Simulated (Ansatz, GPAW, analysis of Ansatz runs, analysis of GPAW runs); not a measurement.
# Substitutional B in diamond: charge-transition level, PBE (GPAW), part 3 of 4

Subject: substitutional B in diamond. Wanted: its charge-transition level, in one set-up (PBE, plane waves 500 eV, 64-site cell, PBE lattice, k: the zone centre alone then 2x2x2 shifted, start relaxed with Ansatz). The model is a cell of 64 host atoms with 1 C taken out and 1 B put in. The level is the Fermi energy at which two charge states have equal formation energy, after a correction for the images of the charge. A local or semilocal functional is the cheapest first rung.

GPAW 26.7.0; PBE, plane waves 500 eV, 64-site cell, PBE lattice, k: the zone centre alone then 2x2x2 shifted, start relaxed with Ansatz.

So far: Starting point; Relaxation, charge 0; Single point, charge 0.

### Step 4. Relaxation, charge −1

Level of this step: GPAW plane-wave PAW DFT, PBE; relaxation of all atoms of a defect supercell (GPAW).

Input file run.py:

```python
import numpy as np
from ase.io import read, write
from ase.parallel import parprint, world
from gpaw import GPAW, PW
from ase.optimize import BFGS

atoms = read('POSCAR')
calc = GPAW(mode=PW(500),
            xc='PBE',
            kpts={'size': (1, 1, 1), 'gamma': True},
            charge=-1,
            occupations={'name': 'fermi-dirac', 'width': 0.01},
            nbands=136,
            convergence={'density': 1e-05, 'forces': 0.001},
            maxiter=150,
            symmetry='off',
            txt='gpaw.txt')
atoms.calc = calc
opt = BFGS(atoms, trajectory='relax.traj', logfile='-')
done = opt.run(fmax=0.02, steps=80)
parprint('Converged:', done)
energy = atoms.get_potential_energy()
forces = atoms.get_forces()
parprint(f'Energy: {energy:.6f} eV, largest force {np.linalg.norm(forces, axis=1).max():.4f} eV/A')
calc.write('gs.gpw')
write('final.xyz', atoms)
for s in range(calc.get_number_of_spins()):
    parprint('Levels (eV), spin', s, calc.get_eigenvalues(kpt=0, spin=s)[-16:].round(3))
```

Input file POSCAR:

```
C  B  C 
 1.0000000000000000
     7.1439157092080041   -0.0000000000000009   -0.0000000000000000
     0.0000000000000004    7.1439157092080050   -0.0000000000000000
    -0.0000000000000004   -0.0000000000000018    7.1439157092080032
 C   B   C  
   7   1  56
Direct
 -0.0004320708271576 -0.0009395695862822  0.2498695467599635
 -0.0004345185496499  0.2500893924521778 -0.0011584337441515
[... 1 atom line left out ...]
  0.2470052066408379  0.2464937995437962  0.2462798286495366
  0.1245846613428686  0.1240741949118852  0.3730325506539503
[... 2 atom lines left out ...]
  0.3752028149270341  0.3746949795505141  0.3744743723530102
[... 5 atom lines left out ...]
  0.1245864880063527  0.3761499731709709  0.6250989099892005
  0.3766557576471908  0.1240761399148620  0.6251017216757843
[... 5 atom lines left out ...]
  0.1245813038130228  0.6253263386899659  0.3759323127753798
[... 5 atom lines left out ...]
  0.2470041240653718  0.5028981734096871  0.5026738245395975
[... 3 atom lines left out ...]
  0.3737524903366832  0.6253165632524438  0.6251013560736831
[... 10 atom lines left out ...]
  0.5034022066769860  0.2465028483702076  0.5026780313512195
[... 3 atom lines left out ...]
  0.6258270374208514  0.3732470632520916  0.6251051876577134
[... 2 atom lines left out ...]
  0.5034041503472250  0.5028970460898590  0.2462797298738576
[... 3 atom lines left out ...]
  0.6258251263383861  0.6253158300536069  0.3730313823829043
[... 10 atom lines left out ...]
  0.8752065442106057  0.8746973078133732  0.8744796316617816
```

On the command line:

```console
OMP_NUM_THREADS=1 mpirun -n 4 gpaw python run.py > stdout
```

Output:

```text
__  _  _
 | _ |_)|_||  |
 |__||  | ||/\| - 26.7.0

Input parameters:
  mode=PW(ecut=500.0),
  charge=-1,
  convergence={'density': 1e-05, 'forces': 0.001},
  kpts=MonkhorstPack(size=(1, 1, 1), gamma=True),
  maxiter=150,
  nbands=136,
  occupations=Occupations(name='fermi-dirac', width=0.01),
  symmetry=Symmetry(point_group=False, time_reversal=False),
  xc=XC(name='PBE')

Diagonalizing LCAO Hamiltonian
Converting LCAO to pw mode

                 C        C
            C  C     C C
         C   C C  C   C C
          C C   C C  C   C
       C  CC    CC CC     C
            CCC      CCC
        C    C B C    CCC
         CCC      C C
          C C   C  C C   C
       C   C  C C   C C
        C     C  C     C
           C        C

Atoms  # Å, Bohr magnetons
|    | symbol |         x |         y |         z |    initial magnetic moments |
|----|--------|-----------|-----------|-----------|-----------------------------|
|  0 |      C | -0.003087 | -0.006712 |  1.785047 | ( 0.0000,  0.0000,  0.0000) |
|  1 |      C | -0.003104 |  1.786618 | -0.008276 | ( 0.0000,  0.0000,  0.0000) |
|  2 |      C |  1.790236 | -0.006715 | -0.008309 | ( 0.0000,  0.0000,  0.0000) |
|  3 |      C |  1.764584 |  1.760931 |  1.759402 | ( 0.0000,  0.0000,  0.0000) |
|  4 |      C |  0.890022 |  0.886376 |  2.664913 | ( 0.0000,  0.0000,  0.0000) |
|  5 |      C |  0.889990 |  2.666443 |  0.884860 | ( 0.0000,  0.0000,  0.0000) |
|  6 |      C |  2.670070 |  0.886372 |  0.884820 | ( 0.0000,  0.0000,  0.0000) |
|  7 |      B |  2.680417 |  2.676789 |  2.675213 | ( 0.0000,  0.0000,  0.0000) |
|  8 |      C |  0.002596 | -0.001025 |  5.353108 | ( 0.0000,  0.0000,  0.0000) |
|  9 |      C |  0.003669 |  1.785092 |  3.566979 | ( 0.0000,  0.0000,  0.0000) |
| 10 |      C |  1.788720 |  0.000032 |  3.566983 | ( 0.0000,  0.0000,  0.0000) |
| 11 |      C |  1.788736 |  1.785098 |  5.352043 | ( 0.0000,  0.0000,  0.0000) |
| 12 |      C |  0.895033 |  0.891432 |  6.245571 | ( 0.0000,  0.0000,  0.0000) |
| 13 |      C |  0.890035 |  2.687184 |  4.465654 | ( 0.0000,  0.0000,  0.0000) |
| 14 |      C |  2.690797 |  0.886389 |  4.465674 | ( 0.0000,  0.0000,  0.0000) |
| 15 |      C |  2.680441 |  2.676814 |  6.247222 | ( 0.0000,  0.0000,  0.0000) |
| 16 |      C |  0.003640 |  3.568552 |  1.783549 | ( 0.0000,  0.0000,  0.0000) |
[...]
| 56 |      C |  3.572162 |  3.568536 |  5.352072 | ( 0.0000,  0.0000,  0.0000) |
| 57 |      C |  3.572158 |  5.353571 |  3.566988 | ( 0.0000,  0.0000,  0.0000) |
| 58 |      C |  5.357212 |  3.568524 |  3.566995 | ( 0.0000,  0.0000,  0.0000) |
| 59 |      C |  5.358293 |  5.354660 |  5.353106 | ( 0.0000,  0.0000,  0.0000) |
| 60 |      C |  4.465833 |  4.462231 |  6.245608 | ( 0.0000,  0.0000,  0.0000) |
| 61 |      C |  4.465862 |  6.247140 |  4.460645 | ( 0.0000,  0.0000,  0.0000) |
| 62 |      C |  6.250766 |  4.462205 |  4.460652 | ( 0.0000,  0.0000,  0.0000) |
| 63 |      C |  6.252402 |  6.248764 |  6.247209 | ( 0.0000,  0.0000,  0.0000) |

Unit cell  # Å
| periodic |         x |         y |         z |  lengths |    angles |
|----------|-----------|-----------|-----------|----------|-----------|
|      yes |  7.143916 | -0.000000 | -0.000000 | 7.143916 | 90.000000 |
|      yes |  0.000000 |  7.143916 | -0.000000 | 7.143916 | 90.000000 |
|      yes | -0.000000 | -0.000000 |  7.143916 | 7.143916 | 90.000000 |

Number of symmetries: 1
Symmetry operations  # r_c * U_cc + t_c -> r_c
|   | kind |            matrix            |
|---|------|------------------------------|
| 0 |  E   |  1, 0, 0,  0, 1, 0,  0, 0, 1 |

BZ-sampling:
  Number of BZ points: 1
  Number of IBZ points: 1

  Monkhorst-Pack size: [1, 1, 1]
  Monkhorst-Pack shift: [0, 0, 0]

K-points  # in reciprocal-cell coordinates
|   |                                coordinates |     weight |
|---|--------------------------------------------|------------|
| 0 | (  0.00000000,   0.00000000,   0.00000000) | 1.00000000 |

Plane wave coefficients: 4586
Cutoff: 500.0 eV

Spin-components: 1 (collinear spins)
Bands:           136
Projectors:      320
Spin-degeneracy: 2
Datatype:        float64

Density:
  Valence electrons: 255.0
  Components: 1
  Grid points: [40 40 40]
  Charge: -1.0  # |e|

Potential:
  Grid points: [40 40 40]

species:
  C:
    name:    Carbon
    Z:       6.0
    valence: 4
    core:    2
    charge:  0.0  # [|e|]
    compensation charges:
      type: gauss
      rc: 0.20  # [Å]
      lmax: 2
    cutoffs:
      filter: 1.14  # [Å]
      core: 1.14  # [Å]
    projectors
    | kind |    occ | energy [eV] | rcut [Å] |
    |------|--------|-------------|----------|
    |   2s |  2.000 |     -13.751 |    0.635 |
    |   2p |  2.000 |      -5.284 |    0.635 |
    |    s |        |      13.461 |    0.635 |
    |    p |        |      21.927 |    0.635 |
    |    d |        |       0.000 |    0.635 |

    Using partial waves for C as LCAO basis

  B:
    name:    Boron
    Z:       5.0
    valence: 3
    core:    2
    charge:  0.0  # [|e|]
    compensation charges:
      type: gauss
      rc: 0.20  # [Å]
      lmax: 2
    cutoffs:
      filter: 1.14  # [Å]
      core: 1.38  # [Å]
    projectors
    | kind |    occ | energy [eV] | rcut [Å] |
    |------|--------|-------------|----------|
    |   2s |  2.000 |      -9.443 |    0.635 |
    |   2p |  1.000 |      -3.606 |    0.635 |
    |    s |        |      17.768 |    0.635 |
    |    p |        |      23.605 |    0.635 |
    |    d |        |       0.000 |    0.635 |

    Using partial waves for B as LCAO basis

Reference energy: -65410.060842  # eV

eigensolver:
  PPCG
  Converge bands: occupied
  niter=2

density mixing:
  MSR1-Mixer
  Pratt-step length: 0.05
  Maximum mixing coefficient: 0.75
  Old densities: 10
  SVD Regularization: 0.005
  Good broyden scale: 1.0
  Trust region scale: 1.0
  Backstep threshold: 4.0
  History deletion threshold: 6.0
  Fourier metric: weight=20.0, sigma=0.015

occupation numbers:
  Fermi-Dirac:
    width: 0.0100  # eV

poisson solver:
  ecut: 4000.0  # eV
  uniform background charge: -1.0  # electrons

xc functional:
  name: PBE with 2 nearest neighbor stencil

Initialization done in: 3.786 s

convergence criteria:
- Maximum integral of absolute [dens]ity change: 1e-05 electrons / valence electron
- Maximum change in the atomic [forces] across last 2 cycles: 0.001 eV/Ang OR
Maximum error relative to the maximum force is below inf
- Maximum [total energy] change in last 3 cyles: 0.0005 eV / valence electron
- Maximum integral of absolute [eigenst]ate change: 4e-08 eV^2 / valence electron
maximum number of iterations: 150

SCF iterations
|iter     | |      energy | eigst |  dens |force |
|---------|-|-------------|-------|-------|------|
|iter:   1| | -577.646767 | +0.10 |       |      |
|iter:   2| | -575.176114 | -2.07 | -0.79 |      |
|iter:   3| | -560.252737 | -1.24 | -0.82 |      |
|iter:   4| | -560.047435 | -2.19 | -1.48 |      |
|iter:   5| | -560.051344 | -2.99 | -2.29 |      |
|iter:   6| | -560.047042c| -3.65 | -2.61 |      |
|iter:   7| | -560.047223c| -5.11 | -3.17 |      |
|iter:   8| | -560.047235c| -6.61 | -3.88 |      |
|iter:   9| | -560.047237c| -7.39 | -4.32 |      |
|iter:  10| | -560.047237c| -7.42c| -4.71 |      |
|iter:  11| | -560.047237c| -7.96c| -5.24c|      |
|iter:  12| | -560.047237c| -8.82c| -5.84c|-4.03c|

Converged in 12 steps
SCF loop duration: 8.561 s (0.713 s/step)
Energy contributions relative to reference atoms: (reference = -65410.060842)

Energy contributions:
  Kinetic:         576.337798
  Coulomb:        -508.560518
  Zero:              0.701617
  External:          0.000000
  Xc:             -628.526134
  Entropy:          -0.000000
  Spinorbit:         0.000000
  ----------------------------
  Free energy:    -560.047237
  Extrapolated:   -560.047237

dipole moment: (-3.355510, 52.260360, 108.383186)  # |e|*Ang

Fermi level: 13.807
Eigenvalues  # (at kpt = [0.000, 0.000, 0.000])
| band index |      eig [eV] | occ [0-2] |
|------------|---------------|-----------|
|          0 |        -9.448 |     2.000 |
|        ... |               |           |
|        120 |         9.270 |     2.000 |
|        121 |         9.270 |     2.000 |
|        122 |        10.272 |     2.000 |
|        123 |        10.272 |     2.000 |
|        124 |        10.272 |     2.000 |
|        125 |        12.206 |     2.000 |
|        126 |        12.206 |     2.000 |
|        127 |        12.206 |     2.000 |
|        128 |        16.340 |     0.000 |
|        129 |        16.340 |     0.000 |
|        130 |        16.419 |     0.000 |
|        131 |        16.419 |     0.000 |
|        132 |        16.425 |     0.000 |
|        133 |        16.512 |     0.000 |
|        134 |        17.148 |     0.000 |
|        135 |        17.159 |     0.000 |

Gap: 4.134 eV
Transition (v -> c):
  (s=0, k=0, n=127, [0.00, 0.00, 0.00]) -> (s=0, k=0, n=128, [0.00, 0.00, 0.00])
No difference between direct/indirect transitions

Forces  # eV/Ang
|        x |        y |        z |
|----------|----------|----------|
|  0.00007 |  0.00018 |  0.00001 |  # C    0
|  0.00027 | -0.00019 |  0.00045 |  # C    1
| -0.00022 |  0.00047 |  0.00088 |  # C    2
|  0.00381 |  0.00462 |  0.00402 |  # C    3
|  0.00030 |  0.00098 |  0.00097 |  # C    4
|  0.00099 |  0.00180 |  0.00028 |  # C    5
|  0.00159 |  0.00100 |  0.00112 |  # C    6
|  0.00021 |  0.00081 |  0.00059 |  # B    7
| -0.00038 | -0.00054 |  0.00014 |  # C    8
|  0.00030 | -0.00042 |  0.00038 |  # C    9
| -0.00054 |  0.00021 |  0.00059 |  # C   10
| -0.00095 | -0.00014 | -0.00098 |  # C   11
| -0.00000 | -0.00019 |  0.00055 |  # C   12
|  0.00019 | -0.00173 |  0.00010 |  # C   13
| -0.00117 |  0.00113 | -0.00061 |  # C   14
| -0.00027 |  0.00003 |  0.00075 |  # C   15
[...]
| -0.00006 |  0.00042 | -0.00123 |  # C   56
|  0.00021 | -0.00001 |  0.00019 |  # C   57
| -0.00050 |  0.00032 |  0.00019 |  # C   58
|  0.00006 |  0.00032 |  0.00038 |  # C   59
| -0.00002 |  0.00008 | -0.00045 |  # C   60
| -0.00052 | -0.00005 |  0.00018 |  # C   61
| -0.00009 |  0.00045 |  0.00066 |  # C   62
| -0.00022 |  0.00047 |  0.00055 |  # C   63

# Writing to gs.gpw (mode='')
```

The job ended after 14 s (4 MPI ranks of Arm Neoverse V2, shared host; peak memory 1.1 GiB).

Hardly anything moved in the relaxation; the energy changed by under 0.2 meV an atom.

Neighbours of B8 at the end:

| atom | distance (Å) |
| --- | --- |
| C4 | 1.586 |
| C42 | 1.586 |
| C49 | 1.586 |
| C27 | 1.586 |
| C6 | 2.532 |
| C5 | 2.532 |
| C7 | 2.532 |
| C37 | 2.532 |
| C23 | 2.532 |
| C14 | 2.532 |
| C53 | 2.532 |
| C38 | 2.532 |
| C15 | 2.532 |
| C31 | 2.532 |
| C21 | 2.532 |
| C46 | 2.532 |

(Part 3 of 4 ends here.)

[Logs are printed without paths, hosts, clocks, repeated set-up lines and the standing remarks that a program may print on its own settings, such as how far it seeks lower states.]

[Hosts, paths, dates, database ids (printed as entryN), source tags and the programs' standing remarks are cut or masked in the printed files.]

[For some hosts the program warned that the k-mesh of the response run may be too coarse for force constants and the static dielectric constant; such warnings are not shown here.]
